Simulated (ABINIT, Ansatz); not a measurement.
# KBaH3 (Pm-3m): third-order response

Which lines does KBaH3 (Pm-3m) show in Raman and infrared spectra?

Method: DFT LDA, scalar-relativistic, plane waves, PseudoDojo norm-conserving pseudopotentials, in ABINIT 10.8.3.

The structure was built from a prototype and need not be the compound's stable phase.

## Step 1: Set-up

It takes space group Pm-3m (No. 221, cubic). Conventional cell: a = 5.007 Å, b = 5.007 Å, c = 5.007 Å, α = 90.00°, β = 90.00°, γ = 90.00°. K has 12 H at 3.54 Å nearest. Nearest to Ba lie 6 H at 2.50 Å. H has 2 Ba at 2.50 Å nearest. Farther neighbours are not listed.

## Step 2: Relaxing the cell and atoms

The harmonic expansion needs vanishing forces, and a free crystal bears no stress, so cell and atoms are brought to rest. Stress is more sensitive to the basis than forces are: the last 3 Ha under the cutoff are smoothed with ecutsm, and the cutoff is raised above that of the later runs.

The starting cell comes from a relaxation made beforehand in Ansatz (LDA, PseudoDojo NC).

The input, relax.abi:

```
# relaxation
ionmov 2
optcell 2
dilatmx 1.08
ntime 40
tolmxf 1.0d-05
tolvrs 1.0d-14
prtwf 0
prtden 0
chksymtnons 0

# basis, mesh and filling
ecut 40.0
ecutsm 3.0
ngkpt 6 6 6
nshiftk 1
shiftk 0.0 0.0 0.0
istwfk *1
occopt 1
nband 11
nstep 100
diemac 9.0
prtebands 0
prtgsr 0

# cell and atoms
acell 9.462708183 9.462708183 9.462708183
rprim 
    1.0 0.0 0.0
    0.0 1.0 0.0
    0.0 0.0 1.0
ntypat 3
znucl 19 56 1
natom 5
typat 1 2 3 3 3
xred 
    0.0 0.0 0.0
    0.5 0.5 0.5
    0.5 0.5 0.0
    0.5 0.0 0.5
    0.0 0.5 0.5
pp_dirpath "./pseudo"
pseudos "K.upf, Ba.upf, H.upf"
```

Launch:

```
> OMP_NUM_THREADS=1 mpirun -n 4 abinit relax.abi > relax.log
```

Numbers of over 12 decimals in the logs are rounded to 6 here.

relax.abo, the main output file:

```text
[banners, grids, parts of the stress and lines that vanish by symmetry left out]
- input  file    -> relax.abi
- output file    -> relax.abo
- root for input  files -> relaxi
[...]
Symmetries : space group Pm -3 m (#221); Bravais cP (primitive cubic)
[...]
mpw =       12965          nfft =      216000          nkpt =          20
[...]
== DATASET  1 ==================================================================
[...]
cutoff_energies: {ecut:  40.0, pawecutdg:  -1.0, }
[...]
ETOT  1  -59.771694358085    -5.977E+01 3.500E-02 7.341E+02
 ETOT  2  -59.840560260209    -6.887E-02 2.352E-05 6.229E+01
 ETOT  3  -59.842079426603    -1.519E-03 2.666E-05 1.519E+01
 ETOT  4  -59.842488941818    -4.095E-04 7.309E-06 7.174E-02
 ETOT  5  -59.842494359053    -5.417E-06 1.349E-07 4.330E-03
[...]
At SCF step   14       vres2   =  9.08E-16 < tolvrs=  1.00E-14 =>converged.
[...]
sigma(1 1)= -3.99711574E-06  sigma(3 2)=  0.00000000E+00
  sigma(2 2)= -3.99711574E-06  sigma(3 1)=  0.00000000E+00
  sigma(3 3)= -3.99711574E-06  sigma(2 1)=  0.00000000E+00
[...]
convergence: {deltae: -2.672E-12, res2:  9.081E-16, residm:  5.156E-19, diffor: null, }
etotal    :  -5.98424948E+01
[...]
ETOT  1  -59.842495508375    -5.984E+01 1.868E-10 7.120E-03
[...]
At SCF step   10       vres2   =  6.39E-15 < tolvrs=  1.00E-14 =>converged.
[...]
sigma(1 1)= -3.75873767E-06  sigma(3 2)=  0.00000000E+00
  sigma(2 2)= -3.75873767E-06  sigma(3 1)=  0.00000000E+00
  sigma(3 3)= -3.75873767E-06  sigma(2 1)=  0.00000000E+00
[...]
convergence: {deltae: -2.188E-12, res2:  6.390E-15, residm:  6.799E-19, diffor: null, }
etotal    :  -5.98424959E+01
[...]
ETOT  1  -59.842396696535    -5.984E+01 1.020E-08 1.799E+00
[...]
ETOT 11  -59.842505059676     2.998E-12 6.177E-18 1.561E-14
 ETOT 12  -59.842505059676    -1.279E-13 2.977E-19 4.994E-16
 At SCF step   12       vres2   =  4.99E-16 < tolvrs=  1.00E-14 =>converged.
[...]
sigma(1 1)= -2.45227679E-08  sigma(3 2)=  0.00000000E+00
  sigma(2 2)= -2.45227679E-08  sigma(3 1)=  0.00000000E+00
  sigma(3 3)= -2.45227679E-08  sigma(2 1)=  0.00000000E+00
[...]
convergence: {deltae: -1.279E-13, res2:  4.994E-16, residm:  2.977E-19, diffor: null, }
etotal    :  -5.98425051E+01
[...]
At Broyd/MD step   3, gradients are converged :
[...]
sigma(1 1)= -2.45227679E-08  sigma(3 2)=  0.00000000E+00
  sigma(2 2)= -2.45227679E-08  sigma(3 1)=  0.00000000E+00
  sigma(3 3)= -2.45227679E-08  sigma(2 1)=  0.00000000E+00
[...]
- sigma(1 1)= -7.21484741E-04  sigma(3 2)=  0.00000000E+00
- sigma(2 2)= -7.21484741E-04  sigma(3 1)=  0.00000000E+00
- sigma(3 3)= -7.21484741E-04  sigma(2 1)=  0.00000000E+00
[...]
fcart     -0.0000000000E+00 -0.0000000000E+00 -0.0000000000E+00
           strten     -2.4522767922E-08 -2.4522767922E-08 -2.4522767921E-08
================================================================================

[key lines of the parts left out:]
pressure_GPa:   7.2148E-04
Total energy (etotal) [Ha]= -5.98425050596760E+01
```

The job ended after 53 s (4 MPI ranks of Intel Xeon 6975P-C (Granite Rapids), shared host).

Step by step:

| step | energy less that of the first step (eV) | largest force (eV/Å) | volume (Å³) |
| --- | --- | --- | --- |
| 1 | 0.0000 | 0.0000 | 125.56 |
| 2 | 0.0000 | 0.0000 | 125.60 |
| 3 | -0.0003 | 0.0000 | 126.32 |

```
conventional cell, symmetrised  before  after  change
                         a (Å)   5.007  5.018  +0.2 %
                         b (Å)   5.007  5.018  +0.2 %
                         c (Å)   5.007  5.018  +0.2 %
              volume (Å³/atom)   25.11  25.26  +0.6 %
```

The relaxed structure:

```xyz
5
Lattice="5.0176 0.0000 0.0000 0.0000 5.0176 0.0000 0.0000 0.0000 5.0176" Properties=species:S:1:pos:R:3 pbc="T T T"
K     0.0000    0.0000    0.0000
Ba    2.5088    2.5088    2.5088
H     2.5088    2.5088    0.0000
H     2.5088    0.0000    2.5088
H     0.0000    2.5088    2.5088
```

Numbers from this step:

| Item | Value |
| --- | --- |
| volume per atom | 25.26 Å³ |
| pressure | 7.21e-4 GPa |

The volume changes by +0.6 % from the cell with which this run began.

## Step 3: Ground state

First-order wavefunctions inherit every error of the ground state, hence the very tight tolvrs. The mesh is shifted off Γ, since shifted meshes converge sums over the zone faster.

The input, gs.abi:

```
# ground state
tolvrs 1.0d-16
prtden 1
prtwf 1

# basis, mesh and filling
ecut 32.0
ngkpt 6 6 6
nshiftk 1
shiftk 0.5 0.5 0.5
istwfk *1
occopt 1
nband 11
nstep 100
diemac 9.0
prtebands 0
prtgsr 0

# cell and atoms
acell 9.481843455 9.481843455 9.481843455
rprim 
    1.0 0.0 0.0
    0.0 1.0 0.0
    0.0 0.0 1.0
ntypat 3
znucl 19 56 1
natom 5
typat 1 2 3 3 3
xred 
    0.0 0.0 0.0
    0.5 0.5 0.5
    0.5 0.5 0.0
    0.5 0.0 0.5
    0.0 0.5 0.5
pp_dirpath "./pseudo"
pseudos "K.upf, Ba.upf, H.upf"
```

Launch:

```
> OMP_NUM_THREADS=1 mpirun -n 4 abinit gs.abi > gs.log
```

gs.abo, the main output file:

```text
[banners, grids, parts of the stress and lines that vanish by symmetry left out]
- input  file    -> gs.abi
- output file    -> gs.abo
- root for input  files -> gsi
[...]
Symmetries : space group Pm -3 m (#221); Bravais cP (primitive cubic)
[...]
mpw =        7394          nfft =      125000          nkpt =          10
[...]
== DATASET  1 ==================================================================
[...]
cutoff_energies: {ecut:  32.0, pawecutdg:  -1.0, }
[...]
ETOT  1  -59.750283741393    -5.975E+01 9.403E-02 4.415E+02
 ETOT  2  -59.840362343318    -9.008E-02 1.752E-05 3.304E+01
 ETOT  3  -59.841919720668    -1.557E-03 2.181E-05 8.628E+00
 ETOT  4  -59.842321970761    -4.023E-04 5.154E-06 3.714E-02
 ETOT  5  -59.842326572834    -4.602E-06 1.224E-07 1.480E-03
[...]
ETOT 13  -59.842326828338    -1.918E-13 1.083E-18 2.528E-15
 ETOT 14  -59.842326828337     8.527E-13 4.183E-20 1.892E-17
 At SCF step   14       vres2   =  1.89E-17 < tolvrs=  1.00E-16 =>converged.
[...]
sigma(1 1)=  1.98173758E-06  sigma(3 2)=  0.00000000E+00
  sigma(2 2)=  1.98173758E-06  sigma(3 1)=  0.00000000E+00
  sigma(3 3)=  1.98173758E-06  sigma(2 1)=  0.00000000E+00
[...]
convergence: {deltae:  8.527E-13, res2:  1.892E-17, residm:  4.183E-20, diffor: null, }
etotal    :  -5.98423268E+01
[...]
sigma(1 1)=  1.98173758E-06  sigma(3 2)=  0.00000000E+00
  sigma(2 2)=  1.98173758E-06  sigma(3 1)=  0.00000000E+00
  sigma(3 3)=  1.98173758E-06  sigma(2 1)=  0.00000000E+00
[...]
- sigma(1 1)=  5.83047326E-02  sigma(3 2)=  0.00000000E+00
- sigma(2 2)=  5.83047326E-02  sigma(3 1)=  0.00000000E+00
- sigma(3 3)=  5.83047326E-02  sigma(2 1)=  0.00000000E+00
[...]
fcart     -0.0000000000E+00 -0.0000000000E+00 -0.0000000000E+00
           strten      1.9817375813E-06  1.9817375813E-06  1.9817375813E-06
================================================================================

[key lines of the parts left out:]
pressure_GPa:  -5.8305E-02
```

The job ended after 9.1 s (4 MPI ranks; 35 s of CPU time).

Numbers from this step:

| Property | Result |
| --- | --- |
| pressure | -0.05830 GPa |

The cell stands at -0.058 GPa, close enough for phonons.

## Step 4: Empty bands

Empty bands on the ground state's density check that the gap assumed so far is there in this cell.

The input, gap.abi:

```
# empty bands on the ground state's density
iscf -2
getden_filepath "gso_DEN"
tolwfr 1.0d-12
nbdbuf 2
prtwf 0

# basis, mesh and filling
ecut 32.0
ngkpt 6 6 6
nshiftk 1
shiftk 0.0 0.0 0.0
istwfk *1
occopt 1
nband 15
nstep 100
diemac 9.0
prtebands 0
prtgsr 0

# cell and atoms
acell 9.481843455 9.481843455 9.481843455
rprim 
    1.0 0.0 0.0
    0.0 1.0 0.0
    0.0 0.0 1.0
ntypat 3
znucl 19 56 1
natom 5
typat 1 2 3 3 3
xred 
    0.0 0.0 0.0
    0.5 0.5 0.5
    0.5 0.5 0.0
    0.5 0.0 0.5
    0.0 0.5 0.5
pp_dirpath "./pseudo"
pseudos "K.upf, Ba.upf, H.upf"
```

Launch:

```
> OMP_NUM_THREADS=1 mpirun -n 4 abinit gap.abi > gap.log
```

gap.abo, the main output file:

```text
[banners, grids, parts of the stress and lines that vanish by symmetry left out]
- input  file    -> gap.abi
- output file    -> gap.abo
- root for input  files -> gapi
[...]
Symmetries : space group Pm -3 m (#221); Bravais cP (primitive cubic)
[...]
mpw =        7400          nfft =      125000          nkpt =          20
[...]
== DATASET  1 ==================================================================
[...]
cutoff_energies: {ecut:  32.0, pawecutdg:  -1.0, }
[...]
-outvars: echo values of variables after computation
            acell      9.4818434550E+00  9.4818434550E+00  9.4818434550E+00 Bohr
================================================================================
```

Wall time 12 s (4 MPI ranks); 47 s of CPU time.

This step gave:

- gap on the k-mesh: 1.519 eV

In this cell the gap on the mesh is 1.5 eV, indirect (smallest direct 1.6 eV), so fixed occupations hold.

## Step 5: Zone-centre response

The derivative of the wavefunctions by k comes first, since the response to a field is built on it; then the field and the displacements that symmetry doesn't supply are solved at q = 0. By the 2n+1 theorem the first-order wavefunctions also give third derivatives: Raman tensors and the non-linear susceptibility.

It reads the wavefunctions written in step 3.

The input, dfpt_gamma.abi:

```
ndtset 3

# common to the responses
getwfk_filepath "gso_WFK"
kptopt 2
nqpt 1
qpt 0.0 0.0 0.0
asr 0
chneut 0

# d/dk
rfelfd1 2
rfdir1 1 1 1
iscf1 -3
tolwfr1 1.0d-20

# displacements, field
rfphon2 1
rfatpol2 1 5
rfdir2 1 1 1
rfelfd2 3
getddk2 1
tolvrs2 1.0d-10
prepanl2 1
prtden2 1

# third order
optdriver3 5
getden_filepath3 "gso_DEN"
get1den3 2
get1wf3 2
getddk3 1
d3e_pert1_elfd3 1
d3e_pert1_phon3 1
d3e_pert1_atpol3 1 5
d3e_pert1_dir3 1 1 1
d3e_pert2_elfd3 1
d3e_pert2_dir3 1 1 1
d3e_pert3_elfd3 1
d3e_pert3_dir3 1 1 1
usepead3 1
tolvrs3 1.0d-10

# basis, mesh and filling
ecut 32.0
ngkpt 6 6 6
nshiftk 1
shiftk 0.5 0.5 0.5
istwfk *1
occopt 1
nband 11
nstep 100
diemac 9.0
prtebands 0
prtgsr 0

# cell and atoms
acell 9.481843455 9.481843455 9.481843455
rprim 
    1.0 0.0 0.0
    0.0 1.0 0.0
    0.0 0.0 1.0
ntypat 3
znucl 19 56 1
natom 5
typat 1 2 3 3 3
xred 
    0.0 0.0 0.0
    0.5 0.5 0.5
    0.5 0.5 0.0
    0.5 0.0 0.5
    0.0 0.5 0.5
pp_dirpath "./pseudo"
pseudos "K.upf, Ba.upf, H.upf"
```

Launch:

```
> OMP_NUM_THREADS=1 mpirun -n 4 abinit dfpt_gamma.abi > dfpt_gamma.log
```

dfpt_gamma.abo, the main output file:

```text
[banners, grids, parts of the stress and lines that vanish by symmetry left out]
- input  file    -> dfpt_gamma.abi
- output file    -> dfpt_gamma.abo
- root for input  files -> dfpt_gammai
[...]
DATASET    1 : space group Pm -3 m (#221); Bravais cP (primitive cubic)
[...]
nfft =      125000          nkpt =         108
[...]
DATASET    2 : space group Pm -3 m (#221); Bravais cP (primitive cubic)
[...]
nfft =      125000          nkpt =         108
[...]
DATASET    3 : space group Pm -3 m (#221); Bravais cP (primitive cubic)
[...]
mpw =        7394          nfft =      125000          nkpt =         108
[...]
== DATASET  1 ==================================================================
[...]
cutoff_energies: {ecut:  32.0, pawecutdg:  -1.0, }
[...]
-  1.00000   1.00000  180309                  znucl, zion, pspdat
[...]
Perturbation : derivative vs k along direction   1
[...]
-ETOT  1  -9.748894     -9.749E+00 1.783E-02 0.000E+00
 ETOT  2  -9.771217     -2.232E-02 6.174E-04 0.000E+00
 ETOT  3  -9.771527     -3.099E-04 2.038E-05 0.000E+00
 ETOT  4  -9.771534     -7.367E-06 7.675E-07 0.000E+00
 ETOT  5  -9.771535     -2.465E-07 5.308E-08 0.000E+00
[...]
At SCF step   15   max residual=  9.92E-21 < tolwfr=  1.00E-20 =>converged.
[...]
Perturbation : derivative vs k along direction   2
[...]
-ETOT  1  -9.748818     -9.749E+00 1.783E-02 0.000E+00
[...]
At SCF step   15   max residual=  9.92E-21 < tolwfr=  1.00E-20 =>converged.
[...]
Perturbation : derivative vs k along direction   3
[...]
-ETOT  1  -9.748894     -9.749E+00 1.783E-02 0.000E+00
[...]
At SCF step   15   max residual=  9.92E-21 < tolwfr=  1.00E-20 =>converged.
[...]
1        1       1.0924811812    0.0000000000
     1        2       0.0000000000    0.0000000000
     1        3       0.0000000000    0.0000000000
     2        1       0.0000000000    0.0000000000
     2        2       1.0924811812    0.0000000000
     2        3       0.0000000000    0.0000000000
     3        1       0.0000000000    0.0000000000
     3        2       0.0000000000    0.0000000000
     3        3       1.0924811812   -0.0000000000
[...]
== DATASET  2 ==================================================================
[...]
cutoff_energies: {ecut:  32.0, pawecutdg:  -1.0, }
[...]
Perturbation : displacement of atom   1   along direction   1
[...]
-ETOT  1   3.805985     -2.969E+03 8.797E+00 2.410E+02
[...]
At SCF step   11       vres2   =  7.81E-11 < tolvrs=  1.00E-10 =>converged.
[...]
Perturbation : displacement of atom   2   along direction   1
[...]
-ETOT  1   5.048827     -1.203E+03 2.867E+00 6.124E+02
[...]
At SCF step   11       vres2   =  5.69E-12 < tolvrs=  1.00E-10 =>converged.
[...]
Perturbation : displacement of atom   3   along direction   1
[...]
-ETOT  1  0.259900     -8.765E+01 2.307E-01 3.224E+03
[...]
At SCF step   11       vres2   =  1.59E-11 < tolvrs=  1.00E-10 =>converged.
[...]
Perturbation : displacement of atom   3   along direction   3
[...]
-ETOT  1   4.508829     -8.813E+01 2.326E-01 2.107E+03
[...]
At SCF step   11       vres2   =  5.18E-12 < tolvrs=  1.00E-10 =>converged.
[...]
Perturbation : homogeneous electric field along direction   1
[...]
-ETOT  1  -68.583171372422     -6.858E+01 1.641E+00 2.315E+04
[...]
At SCF step   11       vres2   =  4.39E-11 < tolvrs=  1.00E-10 =>converged.
[...]
Perturbation : homogeneous electric field along direction   2
[...]
-ETOT  1  -68.579598803297     -6.858E+01 1.641E+00 2.315E+04
[...]
At SCF step   11       vres2   =  4.19E-11 < tolvrs=  1.00E-10 =>converged.
[...]
Perturbation : homogeneous electric field along direction   3
[...]
-ETOT  1  -68.583171442361     -6.858E+01 1.641E+00 2.315E+04
[...]
ETOT 10  -74.688935230112     -6.843E-11 5.555E-13 3.148E-09
 ETOT 11  -74.688935230114     -1.180E-12 2.304E-14 4.388E-11
 At SCF step   11       vres2   =  4.39E-11 < tolvrs=  1.00E-10 =>converged.
[...]
Dielectric tensor, in cartesian coordinates,
[...]
1    7   1    7         3.5073422223        -0.0000000000
   1    7   2    7        -0.0000000000        -0.0000000000
   1    7   3    7        -0.0000000000        -0.0000000000
   2    7   1    7        -0.0000000000        -0.0000000000
   2    7   2    7         3.5073422223        -0.0000000000
   2    7   3    7        -0.0000000000        -0.0000000000
   3    7   1    7        -0.0000000000        -0.0000000000
   3    7   2    7        -0.0000000000        -0.0000000000
   3    7   3    7         3.5073422223        -0.0000000000
  Effective charges, in cartesian coordinates,
[...]
1    1   1    7         1.2590410557         0.0000000000
   2    1   1    7         0.0000000000         0.0000000000
   3    1   1    7         0.0000000000         0.0000000000
   1    2   1    7         1.9403856808         0.0000000000
   2    2   1    7         0.0000000000         0.0000000000
[...]
Effective charges, in cartesian coordinates,
[...]
2    7   1    5         0.0000000000         0.0000000000
   3    7   1    5         0.0000000000         0.0000000000
   1    7   2    5         0.0000000000         0.0000000000
   2    7   2    5        -1.0092735316         0.0000000000
   3    7   2    5         0.0000000000         0.0000000000
   1    7   3    5         0.0000000000         0.0000000000
   2    7   3    5         0.0000000000         0.0000000000
   3    7   3    5        -1.0092735316         0.0000000000
  Phonon wavevector (reduced coordinates) :  0.00000  0.00000  0.00000
 Phonon energies in Hartree :
[...]
Phonon frequencies in cm-1    :
- -4.194953E+02 -4.194953E+02 -4.194953E+02 -3.373141E+02 -3.373141E+02
- -3.373141E+02  4.557287E-01  4.557289E-01  4.557296E-01  9.162513E+01
-  9.162513E+01  9.162513E+01  1.088063E+03  1.088063E+03  1.088063E+03
  Phonon at Gamma, with non-analyticity in the
[...]
Phonon energies in Hartree :
[...]
Phonon frequencies in cm-1    :
- -4.194953E+02 -4.194953E+02 -4.194953E+02 -3.373141E+02 -3.373141E+02
-  4.553932E-01  4.557287E-01  4.557289E-01  6.149085E+01  9.162513E+01
-  9.162513E+01  3.156975E+02  1.088063E+03  1.088063E+03  1.166568E+03
  Phonon at Gamma, with non-analyticity in the
[...]
Phonon energies in Hartree :
[...]
Phonon frequencies in cm-1    :
- -4.194953E+02 -4.194953E+02 -4.194953E+02 -3.373141E+02 -3.373141E+02
-  4.553925E-01  4.557287E-01  4.557296E-01  6.149085E+01  9.162513E+01
-  9.162513E+01  3.156975E+02  1.088063E+03  1.088063E+03  1.166568E+03
  Phonon at Gamma, with non-analyticity in the
[...]
Phonon energies in Hartree :
[...]
Phonon frequencies in cm-1    :
- -4.194953E+02 -4.194953E+02 -4.194953E+02 -3.373141E+02 -3.373141E+02
-  4.553923E-01  4.557289E-01  4.557296E-01  6.149085E+01  9.162513E+01
-  9.162513E+01  3.156975E+02  1.088063E+03  1.088063E+03  1.166568E+03
[...]
== DATASET  3 ==================================================================
[...]
cutoff_energies: {ecut:  32.0, pawecutdg:  -1.0, }
[...]
1          1       -0.000000000       -0.000000000       -0.000000000
[...]
1          2       -0.000000000       -0.000000000       -0.000000000
[...]
1          3       -0.000000000       -0.000000000       -0.000000000
[...]
2          1       -0.000000000       -0.000000000       -0.000000000
[...]
2          2       -0.000000000       -0.000000000       -0.000000000
[...]
2          3       -0.000000000       -0.000000000       -0.000000000
[...]
3          1       -0.000000000       -0.000000000       -0.000000000
[...]
3          2       -0.000000000       -0.000000000       -0.000000000
[...]
3          3       -0.000000000       -0.000000000       -0.000000000
[...]
4          1       -0.000000000       -0.000000000       -0.000000000
[...]
4          2       -0.000000000       -0.000000000       -0.000000000
[...]
4          3       -0.000000000       -0.000000000       -0.000000000
[...]
5          1       -0.000000000       -0.000000000       -0.000000000
[...]
5          2       -0.000000000       -0.000000000       -0.000000000
[...]
5          3       -0.000000000       -0.000000000       -0.000000000
[...]
strten2     0.0000000000E+00  0.0000000000E+00  0.0000000000E+00
           strten3     0.0000000000E+00  0.0000000000E+00  0.0000000000E+00
================================================================================
```

Elapsed: 8.8 min, on 4 MPI ranks.

Read from the output:

```
miss of the charge sum rule                                       : 5.91e-4 e
largest acoustic frequency at the zone centre before the sum rule : 0.46 cm⁻¹
highest optical zone-centre mode (no LO-TO term)                  : 1088 cm⁻¹
lowest optical zone-centre mode                                   : -419.5 cm⁻¹
mean high-frequency dielectric constant                           : 3.507
largest Born charge in size (third of the trace)                  : 1.940 e
```

Born charge (rows field, columns displacement), before the sum rule (e), principal values of the symmetric part by kind of site:

```csv
atom,atoms with these values,low,middle,high,mean
K1,1,1.26,1.26,1.26,1.26
Ba2,1,1.94,1.94,1.94,1.94
H3,3,-1.18,-1.01,-1.01,-1.07
```

In full for K1:

```
1.26 0.00 0.00
0.00 1.26 0.00
0.00 0.00 1.26
```

High-frequency dielectric tensor:

```
3.51 0.00 0.00
0.00 3.51 0.00
0.00 0.00 3.51
```

The acoustic modes at Γ come out as far as 0.5 cm⁻¹ from zero, where they should vanish, a small numerical error; the Born charges miss their sum rule by 5.9e-4 e, which is good. The lowest optical mode is imaginary, 420i cm⁻¹, an instability at this level and on this k mesh.

(Part 1 of 3 ends here.)

[Host names and launcher messages were left out of these logs when they were recorded.]

[Logs are printed without paths, hosts, clocks, repeated set-up lines and the standing remarks that a program may print on its own settings, such as how far it seeks lower states.]

[Hosts, paths, dates, database ids (printed as entryN), source tags and the programs' standing remarks are cut or masked in the printed files.]
